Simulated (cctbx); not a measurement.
## Resonant diffraction in FeAg2Br4

Space group Cmmm (no. 65), a = 5.2880 Å, b = 14.4730 Å, c = 4.4860 Å, α = 90.00°, β = 90.00°, γ = 90.00°.

```
atom  mult.    x       y    z  Ueq (Å²)
 Ag1      4  1/2  0.1484  1/2    0.0060
 Br1      4  1/2  0.3430    0    0.0044
 Br2      2    0       0  1/2    0.0073
 Br3      2  1/2       0    0    0.0093
 Fe1      2    0       0    0    0.0053
```

The model was made for the exercise: a known structure type with other elements put in, its volume estimated, not relaxed; displacement parameters are assumed.

Calculated with cctbx: free-atom f′ and f″ from the Sasaki tables, no fine structure; amplitudes in electrons.

```
E (eV)  F 1 1 1  F 2 2 1  F 0 2 1  F 0 2 0
 12874     91.7     41.6     49.3     73.0
 13224     93.1     42.8     50.5     71.0
 13354     94.3     43.9     51.6     69.4
 13414     95.5     44.9     52.7     67.7
 13444     96.7     46.0     53.8     66.0
 13459     97.9     47.1     54.9     64.3
 13466     99.0     48.1     55.8     62.8
 13470    100.2     49.1     56.9     61.2
 13478    100.5     49.4     57.2     61.3
 13482     99.1     48.2     55.9     63.2
 13489     97.8     47.1     54.8     64.9
 13504     96.5     45.9     53.6     66.7
 13534     95.2     44.7     52.4     68.6
 13624     93.4     43.1     50.8     71.0
 13874     91.4     41.4     49.1     73.6
```

**Question.** Which edge is crossed, and why do the reflections move as they do?

The K edge of Br. The edge is at 13474 eV. f′ of Br falls from -4.3 e at 13354 eV to -7.7 e at 4 eV below it, and f″ steps from 0.50 to 3.82 e across it. Over that approach |F| changes by +6 % (1 1 1), +12 % (2 2 1), +10 % (0 2 1) and -12 % (0 2 0): a reflection falls where Br scatters in phase with the total and rises where it scatters against it; it hardly moves where the Br term is small or cancels by symmetry. Above the edge the larger f″ enters the imaginary part, where it can add to or cancel the other atoms' f″. The structure is centrosymmetric, so Friedel mates stay equal.

[Logs are printed without paths, hosts, clocks, repeated set-up lines and the standing remarks that a program may print on its own settings, such as how far it seeks lower states.]
